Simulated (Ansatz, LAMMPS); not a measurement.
# Forces and charges in amorphous poly(propylene oxide) (as short chains C35O12H72) at 440 K (238 atoms), part 2 of 2

What does DFT give for amorphous poly(propylene oxide) (as short chains C35O12H72) at 440 K (238 atoms) as built?

Ansatz 0.2.0; Kohn-Sham DFT, LDA, PAW (set soft_2), plane waves.

The cell: 70 C, 24 O and 144 H. The network of contacts between molecules at the start is that of the classical potential that made the cell. The functional has no dispersion term. The density was typed from a rule of thumb and may lie off the real one at this temperature. Only the Γ point is sampled, in a cell whose shortest periodic width is 14 Å.

So far: The structure; The classical run that made the cell; Plane-wave single point.

## 3. Plane-wave single point (continued)

Valence density in the bc plane at fractional x = 0.232, with atoms of C and O and H within 0.2 Å of it. It is the smooth field of the valence electrons, not physical close to the nuclei.

Ten steps, logarithmic in the rise over the least value, from '0' (0.0 e/Å³) to '9' (4.3 e/Å³), each cell a mean:
```
4676421012357787632000000000000000000012
3554210011235676531000000000000000000001
1221101122335676543100000000000000000000
0000002356667766764210000000000000000000
0000112367787755553210000000000001111000
0001111235677532111111110000000123443100
0000000012455321001122211000123455675310
0000000001222110011234432211246666664210
0000000000000000112356666542235655443200
0000000000000000112467888752112222343210
0000000000000001222467775431000011232110
0000000000000123555589974210000000111000
0000001121100136777689974100000000111000
0000012454211124666555542100011211111100
0001124566321223455432110000124442211111
1001235665333443456653100001246775433442
1101234666545654346753101223457877665653
1101135777777775323331113466777777776542
1122235787777775311000013678887544577531
1122224565445553210000012356786422466421
1122122332212221100000000123576321122211
4444432111111111110000000001222100000123
6777653111123334321000000000000000000134
6787643112356666542100000000000000000124
```
Columns run along b (13.7 Å), rows up along c (13.7 Å). Atoms in or near the plane, at fractional coordinates: C at (0.28, 0.79), C at (0.35, 0.97), C at (0.55, 0.59), O at (0.53, 0.49), C at (0.31, 0.24), C at (0.21, 0.23), C at (0.05, 0.02), C at (0.71, 0.22), C at (0.78, 0.30), H at (0.42, 0.83), H at (0.63, 0.60), H at (0.48, 0.31), H at (0.73, 0.15), H at (0.90, 0.19) and more.

Mean intrinsic-atomic-orbital charges: C -0.23, H +0.18, O -0.40 e. The largest share in the top eV of filled states is O p (69 % of the projected weight), and in the lowest eV of empty states H s (53 % of the projected weight).

## 4. Local order

Bonds and neighbours are counted at the geometry of the runs.

Density 0.888 g/cm³, 10.76 Å³ an atom.

g(r), total and by pair (bins of 0.2 Å):

```
r (Å)  total   H-H    H-C   H-O   C-C    C-O   O-O
 0.90   0.08  0.00   0.21  0.00  0.00   0.00  0.00
 1.10   4.30  0.00  12.11  0.00  0.00   0.00  0.00
 1.30   0.19  0.00   0.00  0.00  0.00   3.23  0.00
 1.50   1.33  0.04   0.00  0.00  7.67  10.97  0.00
 1.70   0.87  2.31   0.00  0.00  0.32   0.00  0.00
 1.90   0.52  0.93   0.05  1.29  0.00   0.00  0.00
 2.10   1.56  0.37   2.62  4.07  0.00   0.00  0.00
 2.30   1.18  1.13   0.92  0.56  1.38   4.17  0.00
 2.50   1.39  1.35   0.85  2.14  1.88   2.78  0.00
 2.70   1.00  1.08   0.89  2.17  0.00   0.25  0.49
 2.90   0.82  0.98   0.84  0.71  0.34   0.57  1.24
 3.10   0.70  0.83   0.73  0.53  0.52   0.32  0.71
 3.30   0.67  0.66   0.69  0.97  0.47   0.17  0.97
 3.50   0.82  0.91   0.91  0.70  0.50   0.40  0.84
 3.70   0.97  1.04   0.99  0.71  1.04   0.58  2.63
 3.90   0.96  0.99   1.10  0.93  0.70   0.36  0.47
 4.10   0.88  0.95   0.93  0.79  0.88   0.36  0.00
 4.30   0.98  1.11   0.92  0.88  1.01   0.95  0.00
 4.50   1.00  1.01   0.98  1.05  1.01   0.90  1.06
 4.70   1.06  1.03   1.05  1.03  1.14   1.23  0.97
 4.90   0.97  0.91   1.12  0.95  0.76   0.89  0.60
 5.10   0.98  1.01   0.98  0.90  1.08   0.74  1.08
 5.30   0.96  0.97   0.90  1.00  1.19   0.95  0.00
 5.50   1.08  1.09   1.06  0.95  1.14   1.22  1.29
 5.70   1.02  0.99   0.96  1.02  1.02   1.50  1.31
 5.90   1.02  1.02   1.03  1.06  1.10   0.75  1.02
 6.10   1.06  0.96   1.14  1.14  1.00   1.08  1.23
 6.30   0.99  1.06   0.94  0.97  0.89   1.21  0.72
```

Bonds by pair of elements; cutoffs follow the first minimum of g(r), held within bounds set by covalent radii, and pairs that aren't listed don't count as bonded:

```
pair A-B  cutoff (Å)  bonds  mean length (Å)  spread (Å)  shortest (Å)  B about A  A about B
     H-C        1.34    144             1.09       0.036         0.973          1       2.06
     C-C        1.85     44             1.52       0.043          1.43       1.26       1.26
     C-O        1.73     48             1.43       0.039          1.35      0.686          2
```

How many atoms have how many bonded neighbours:

```
element  mean    1   2   4
      C     4    0   0  70
      H     1  144   0   0
      O     2    0  24   0
```

Bond angles (no mean is given where the spread exceeds 20°):

```
angle  count  mean (°)  spread (°)
C-C-H    154       110         4.7
H-C-H    100       108         5.3
H-C-O     78       109         4.5
C-C-O     66       109         4.1
C-O-C     24       112         3.6
```

Counting bonds as in the table, all C atoms have 4, all H atoms have 1 and all O atoms have 2 bonded neighbours. The C-C-H angle averages 110° with a spread of 5°.

A closer look about C146, which bears the longest force: 13 atoms, nearest first, numbered in the order of the input, with positions taken from that point.

```
atom      x      y      z  distance (Å)  bonds  intrinsic-atomic-orbital charge (e)     Fx     Fy  Fz (eV/Å)
C146   0.00   0.00   0.00          0.00      4                                -0.19   4.61   4.36       1.70
H206  -0.88  -0.32  -0.37          1.00      1                                 0.20  -4.02  -0.64      -1.53
H207   0.68  -0.76  -0.26          1.05      1                                 0.20   1.37  -1.34       0.02
O145   0.60   1.22  -0.63          1.50      2                                -0.41  -2.28  -1.63       0.16
C147   0.04   0.36   1.48          1.52      4                                 0.05  -1.69  -0.37       1.00
H208   0.51   1.34   1.60          2.15      1                                 0.17   0.70  -0.10      -0.19
H210   0.34  -1.63   1.58          2.30      1                                 0.19   0.16  -1.21      -0.60
C143  -0.54   1.97  -1.06          2.31      4                                 0.03   2.98   1.22      -2.15
H202  -1.34   1.84  -0.36          2.31      1                                 0.17  -1.12  -0.50       0.08
C148   0.72  -0.81   2.15          2.41      4                                -0.60   1.64   1.82      -5.05
O149  -1.30   0.60   2.03          2.48      2                                -0.44   0.53  -0.59       0.07
H201  -0.48   0.46  -2.58          2.67      1                                 0.16  -0.50  -0.77      -0.21
H209   1.82  -0.70   1.99          2.79      1                                 0.19  -0.34  -0.39       0.20
```

The column of bonds counts only the pairs H-C within 1.34 Å, C-C within 1.85 Å, C-O within 1.73 Å; other neighbours, such as metal atoms beside each other in a compound, aren't counted, and periodic images can show an atom twice.

## 5. Outcome

```yaml
free_energy_per_atom: -136.8366 eV/atom
pressure: 0.8788 GPa
r_m_s_force_component: 1.193 eV/Å
spacing_of_highest_filled_and_lowest_empty_level: 4.062 eV
wall_time_of_the_1_dft_run: 32 s
```

In words: Filled and empty levels are parted by 4.06 eV (at Γ alone); a local or semilocal functional tends to put such gaps too low. In a disordered cell it changes from sample to sample, and tail or defect levels can set it. Counting bonds as in the table, all C atoms have 4, all H atoms have 1 and all O atoms have 2 bonded neighbours.

**Limits.** The force components of 1.2 eV/Å r.m.s. hold both thermal displacement and the mismatch between the potential that made the cell and DFT, above all in bond lengths inside molecules. The pressure of a single frame lacks the kinetic term.

[Logs are printed without paths, hosts, clocks, repeated set-up lines and the standing remarks that a program may print on its own settings, such as how far it seeks lower states.]

[Hosts, paths, dates, database ids (printed as entryN), source tags and the programs' standing remarks are cut or masked in the printed files.]
